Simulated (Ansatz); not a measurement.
**SnSe2 monolayer (1T): the cell at rest**

Task: relax SnSe2 monolayer (1T) tightly.

Method: DFT PBE, scalar-relativistic, plane waves, PAW, in Ansatz 0.2.0.

Most raw output is cut from this account.

### 1. The structure

The cell holds 3 atoms: 1 Sn and 2 Se. Cell: a = 3.800 Å, b = 3.800 Å, c = 20.000 Å, α = 90.0°, β = 90.0°, γ = 120.0°. Vacuum lies along c.

### 2. A coarse first look

A quick single point on a coarse mesh tells whether the cell has a gap and how far it is from rest, which sets the k mesh and smearing that follow.

The program solves this slab on a cell height of its own, 29.9 Å, in place of the one typed.

input.yaml reads:

```yaml
crystal:
  lattice:
    - [3.8, 0.0, 0.0]
    - [-1.9, 3.2909, 0.0]
    - [0.0, 0.0, 20.0]
  atoms:
    - { symbol: Sn, position: [0.0, 0.0, 0.5] }
    - { symbol: Se, position: [0.333333, 0.666667, 0.57659] }
    - { symbol: Se, position: [0.666667, 0.333333, 0.42341] }
  periodic: [true, true, false]
kpoints:
  mp_grid: { grid: [6, 6, 1] }
hamiltonian:
  xc: pbe
scf:
  occupations: { method: gaussian, width: 0.1 }
output:
  forces: true
  stress: true
  eigenvalues: true
```

On the command line:

```console
> ansatz run input.yaml --threads 8 --pin off --max-ram 14336MiB --backend cpu --events-out ev --progress --plain --runs-dir out
```

The job ended after 0.93 s (8 threads of Arm Neoverse V2, shared host; peak memory 0.76 GiB).

Numbers from this step:

| Item | Value |
| --- | --- |
| gap on the k-mesh | 0.9574 eV |
| direct gap on mesh | 1.265 eV |
| area per atom | 4.168 Å² |

The coarse mesh shows a gap of 0.96 eV.

### 3. Rough relaxation

The start is far from rest, so a relaxation with loose tolerances brings it close first.

The program solves this slab on a cell height of its own, 29.9 Å, in place of the one typed.

input.yaml, as its differences from that of step 2:

```diff
@@ -20 +20,6 @@
   eigenvalues: true
+relax:
+  adjacent_minimum: "off"
+  f_tol: 0.05
+  max_steps: 80
+  cell: { stress_2d_tol: 0.02 }
```

Wall time 5.3 s (8 threads); peak memory 0.81 GiB.

Relaxation path:

```csv
step,energy less that of the first step (eV),largest force component (eV/Å),volume (Å³)
1,0.0000,0.8630,374.25
2,0.0454,1.0334,379.74
3,-0.0908,0.1004,386.35
4,-0.0923,0.0152,387.89
5,-0.0923,0.0001,388.52
6*,-0.0930,0.0004,388.52
```

Relaxation steps marked * repeat the geometry before them on a plane-wave basis chosen anew for their cell, so energy and pressure can jump there. Relaxation step 2 was tried and not accepted.

Forces are held to the 12 operations that the run works with; a distortion that breaks them can't arise in this run.

```csv
cell as run,before,after,change
a (Å),3.800,3.872,+1.9 %
b (Å),3.800,3.872,+1.9 %
```

The atoms that moved most (Å, along periodic axes as changes of fractional coordinates times the final cell, across vacuum about the mean position):

```csv
atom,dx,dy,dz,length
Se3,0.000,0.000,-0.061,0.061
Se2,0.000,0.000,0.061,0.061
```

The relaxed structure:

```xyz
3
Lattice="3.8718 0.0000 0.0000 -1.9359 3.3530 0.0000 0.0000 0.0000 29.9272" Properties=species:S:1:pos:R:3
Sn    0.0000    0.0000   10.0000
Se    0.0000    2.2354   11.5932
Se    1.9359    1.1177    8.4068
```

Numbers from this step:

```yaml
gap_on_the_k_mesh: 0.8011 eV
direct_gap_on_mesh: 1.104 eV
area_per_atom: 4.327 Å²
```

The relaxation ends with a largest force component of 3.6e-4 eV/Å.

### 4. Bringing the structure to rest

The cell and atoms are relaxed, since residual forces and stress would shift the frequencies.

input.yaml reads:

```yaml
crystal:
  lattice:
    - [3.8717592958, 0.0, 0.0]
    - [-1.9358796479, 3.3530419075, 0.0]
    - [0.0, 0.0, 29.9272]
  atoms:
    - { symbol: Sn, position: [0.0, 0.0, 0.3341441899] }
    - { symbol: Se, position: [0.3333333333, 0.6666666667, 0.3873795319] }
    - { symbol: Se, position: [0.6666666667, 0.3333333333, 0.2809088479] }
  periodic: [true, true, false]
kpoints:
  mp_grid: { grid: [9, 9, 1] }
hamiltonian:
  xc: pbe
scf:
  occupations: { method: gaussian, width: 0.02 }
output:
  forces: true
  stress: true
  eigenvalues: true
  write_density: true
  write_potential: true
  elf: true
  volumetric_format: npy
relax:
  adjacent_minimum: "off"
  f_tol: 0.005
  max_steps: 80
  cell: { stress_2d_tol: 0.02 }
```

The job ended after 6.7 s (8 threads; peak memory 1 GiB; 47 s of CPU time).

Little changed from the start: no atom moved by 0.005 Å and no cell edge by 0.1 %.

This step gave:

```
gap on the k-mesh  : 0.8468 eV
direct gap on mesh : 1.146 eV
area per atom      : 4.32 Å²
```

Valence density in the ac plane at fractional y = 0.000, with atoms of Sn within 0.2 Å of it. It is the smooth field of the valence electrons, not physical close to the nuclei.

Ten steps, logarithmic in the rise over the least value, from '0' (0.00 × 1e0 e/Å³) to '9' (6.92 × 1e0 e/Å³), each cell a mean:
```
00000000000000
00000000000000
00000000000000
00000000000000
00000000000000
00000000000000
00000000000000
00000000000000
00000000000000
00000000000000
00000000000000
00000000000000
00000000000000
00000011100000
11122333322211
99743222223579
87643322233468
11112233322111
00000000000000
00000000000000
00000000000000
00000000000000
00000000000000
00000000000000
```
Columns run along a (3.9 Å), rows up along c (29.9 Å). Atoms in or near the plane, at fractional coordinates: Sn at (0.00, 0.33).

Electrostatic potential energy in the ac plane at fractional y = 0.000, with atoms of Sn within 0.2 Å of it. With pseudopotentials it is smooth inside the atoms' cores, unlike the true potential.

Values in units of 1e0 eV, 24 rows by 14 columns, each cell a mean:
```
 0.0  0.0  0.0  0.0  0.0  0.0  0.0  0.0  0.0  0.0  0.0  0.0  0.0  0.0
 0.0  0.0  0.0  0.0  0.0  0.0  0.0  0.0  0.0  0.0  0.0  0.0  0.0  0.0
 0.0  0.0  0.0  0.0  0.0  0.0  0.0  0.0  0.0  0.0  0.0  0.0  0.0  0.0
 0.0  0.0  0.0  0.0  0.0  0.0  0.0  0.0  0.0  0.0  0.0  0.0  0.0  0.0
 0.0  0.0  0.0  0.0  0.0  0.0  0.0  0.0  0.0  0.0  0.0  0.0  0.0  0.0
 0.0  0.0  0.0  0.0  0.0  0.0  0.0  0.0  0.0  0.0  0.0  0.0  0.0  0.0
 0.0  0.0  0.0  0.0  0.0  0.0  0.0  0.0  0.0  0.0  0.0  0.0  0.0  0.0
 0.0  0.0  0.0  0.0  0.0  0.0  0.0  0.0  0.0  0.0  0.0  0.0  0.0  0.0
 0.0  0.0  0.0  0.0  0.0  0.0  0.0  0.0  0.0  0.0  0.0  0.0  0.0  0.0
 0.0  0.0  0.0  0.0  0.0  0.0  0.0  0.0  0.0  0.0  0.0  0.0  0.0  0.0
 0.0  0.0  0.0  0.0  0.0  0.0  0.0  0.0  0.0  0.0  0.0  0.0  0.0  0.0
 0.0  0.0  0.0  0.0  0.0  0.0  0.0  0.0  0.0  0.0  0.0  0.0  0.0  0.0
 0.0  0.0  0.0  0.0  0.0  0.0  0.0  0.0  0.0  0.0  0.0  0.0  0.0  0.0
-0.3 -0.3 -0.4 -0.5 -0.6 -0.8 -1.0 -1.0 -0.9 -0.7 -0.6 -0.4 -0.4 -0.3
-3.8 -3.6 -3.2 -3.0 -3.5 -4.8 -6.0 -6.6 -5.8 -4.3 -3.3 -3.0 -3.3 -3.7
-5.0 -5.5 -9.3 -9.5 -8.2 -5.3 -4.1 -3.8 -4.3 -6.2 -8.7 -9.6 -8.1 -5.4
-6.6 -7.2 -9.0 -8.5 -7.2 -5.2 -4.6 -4.5 -4.7 -5.8 -7.6 -8.7 -8.6 -6.9
-2.2 -2.1 -2.0 -2.2 -2.8 -4.1 -5.3 -5.7 -5.0 -3.7 -2.6 -2.1 -2.0 -2.1
-0.2 -0.2 -0.2 -0.3 -0.3 -0.4 -0.5 -0.5 -0.5 -0.4 -0.3 -0.3 -0.2 -0.2
 0.0  0.0  0.0  0.0  0.0  0.0  0.0  0.0  0.0  0.0  0.0  0.0  0.0  0.0
 0.0  0.0  0.0  0.0  0.0  0.0  0.0  0.0  0.0  0.0  0.0  0.0  0.0  0.0
 0.0  0.0  0.0  0.0  0.0  0.0  0.0  0.0  0.0  0.0  0.0  0.0  0.0  0.0
 0.0  0.0  0.0  0.0  0.0  0.0  0.0  0.0  0.0  0.0  0.0  0.0  0.0  0.0
 0.0  0.0  0.0  0.0  0.0  0.0  0.0  0.0  0.0  0.0  0.0  0.0  0.0  0.0
```
Columns run along a (3.9 Å; values clipped at the 3rd and 97th percentile), rows up along c (29.9 Å). Atoms in or near the plane, at fractional coordinates: Sn at (0.00, 0.33).

ELF in the ac plane at fractional y = 0.000, with atoms of Sn within 0.2 Å of it. It is the smooth field of the valence electrons, not physical close to the nuclei.

Ten even steps from '0' (0.00) to '9' (0.71), each cell a mean:
```
00000000000000
00000000000000
00000000000000
00000000000000
00000000000000
00000000000000
00000000000000
00000000000000
00000000000000
00000000000000
00000000000000
00000000000000
00000000000000
00013566542100
11247999986321
11344544454321
22345666665432
01247999986311
00002344431000
00000000000000
00000000000000
00000000000000
00000000000000
00000000000000
```
Columns run along a (3.9 Å), rows up along c (29.9 Å). Atoms in or near the plane, at fractional coordinates: Sn at (0.00, 0.33).

### 5. Tight relaxation

Phonons need a cell at rest on their own settings, so the relaxation is repeated with tight tolerances on forces and stress on the k mesh and occupations of the first response run.

input.yaml reads:

```yaml
crystal:
  lattice:
    - [3.8685558024, 0.0, 0.0]
    - [-1.9342779012, 3.3502676009, 0.0]
    - [0.0, 0.0, 29.9272]
  atoms:
    - { symbol: Sn, position: [0.0, 0.0, 0.3341441899] }
    - { symbol: Se, position: [0.3333333333, 0.6666666667, 0.3874338039] }
    - { symbol: Se, position: [0.6666666667, 0.3333333333, 0.2808545759] }
  periodic: [true, true, false]
kpoints:
  mp_grid: { grid: [9, 9, 1] }
hamiltonian:
  xc: pbe
scf:
  occupations: { method: fixed }
output:
  forces: true
  stress: true
  eigenvalues: true
relax:
  adjacent_minimum: "off"
  f_tol: 0.001
  max_steps: 60
  cell: { stress_2d_tol: 0.002 }
```

Elapsed: 5.8 s, on 8 threads; peak memory 1 GiB; 41 s of CPU time.

Little changed from the start: no atom moved by 0.005 Å and no cell edge by 0.1 %.

This step gave:

* gap on the k-mesh: 0.8462 eV

The largest force component left is 0.014 meV/Å, within the tolerances set.

### 6. Results

| Property | Result |
| --- | --- |
| space group after relaxation (within 0.01 Å) | P-3m1 |
| lattice constant a | 3.868 Å |
| lattice constant b | 3.868 Å |
| area per atom | 4.32 Å² |
| gap on the k-mesh | 0.846 eV |

The largest force component left is 0.014 meV/Å, within the tolerances set. The relaxation keeps the symmetry of its start, so it says nothing on stability against lower symmetry. Spin-orbit coupling is left out, which can matter for the heavy elements here. The starting cell was built on a prototype and not taken from a measurement.

[Logs are printed without paths, hosts, clocks, repeated set-up lines and the standing remarks that a program may print on its own settings, such as how far it seeks lower states.]

[Hosts, paths, dates, database ids (printed as entryN), source tags and the programs' standing remarks are cut or masked in the printed files.]
